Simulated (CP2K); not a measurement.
Imidazole dihydrate has these distinct N atoms: N3 (bonded to 2 C and H) and N5 (bonded to 2 C, takes 1 H bond).

```xyz
15

C    -0.6789   -1.9470    0.3286
C    -0.2470   -2.4808   -0.8637
N     0.4562   -1.4643   -1.4821
C     0.4264   -0.3702   -0.6667
N    -0.2536   -0.6362    0.4423
O     0.6271    3.1544   -0.2413
O    -0.4234    1.6735    1.8623
H    -1.2694   -2.4232    1.1029
H    -0.3709   -3.4556   -1.3186
H     0.9084   -1.5153   -2.3885
H     0.8777    0.5873   -0.9149
H    -0.0521    3.7976   -0.5015
H     0.2362    2.6992    0.5507
H    -0.4123    0.7489    1.4645
H     0.1755    1.6318    2.6259
```

Their partial N K spectra (CP2K XAS_TDP, all-electron GAPW, PBEh(45%), aug-cc-pVDZ, TDA, GW2X-corrected core level, no relativity) are given in random order, each times the number of alike atoms.

Gaussian full width 0.5 eV, oscillator strength per eV, alike atoms added, rows of zeros left out:

```tsv
E (eV)	curve 1	curve 2
400.25	0.000	0.005
400.50	0.000	0.042
400.75	0.000	0.090
401.00	0.000	0.050
401.25	0.000	0.007
402.75	0.006	0.000
403.00	0.040	0.000
403.25	0.066	0.002
403.50	0.027	0.004
403.75	0.003	0.002
404.00	0.004	0.003
404.25	0.022	0.005
404.50	0.028	0.003
404.75	0.009	0.002
405.00	0.001	0.001
405.25	0.000	0.001
405.50	0.000	0.001
405.75	0.000	0.003
406.00	0.000	0.011
406.25	0.002	0.023
406.50	0.004	0.032
406.75	0.005	0.024
407.00	0.011	0.015
407.25	0.010	0.012
407.50	0.004	0.017
407.75	0.013	0.017
408.00	0.041	0.014
```

Question: Which curve belongs to which atom?

Curve 1: N3 (bonded to 2 C and H), leading line at 403.21 eV (f = 0.036 an atom), ionisation energy 407.59 eV, term value 4.38 eV. Curve 2: N5 (bonded to 2 C, takes 1 H bond), leading line at 400.77 eV (f = 0.049 an atom), ionisation energy 405.45 eV, term value 4.68 eV. The leading line of an atom is its first one with 35 % of the strongest within 2.5 eV of its lowest line over the strength cut. A line lies at the core ionisation energy, which rises as an atom loses charge to its neighbours or to a π system, less the term value, which is large for a low π* or σ* orbital with weight on that atom.

[Banner, clock and machine lines of the logs are left out without a mark of their own.]

[Logs are printed without paths, hosts, clocks, repeated set-up lines and the standing remarks that a program may print on its own settings, such as how far it seeks lower states.]

[Hosts, paths, dates, database ids (printed as entryN), source tags and the programs' standing remarks are cut or masked in the printed files.]
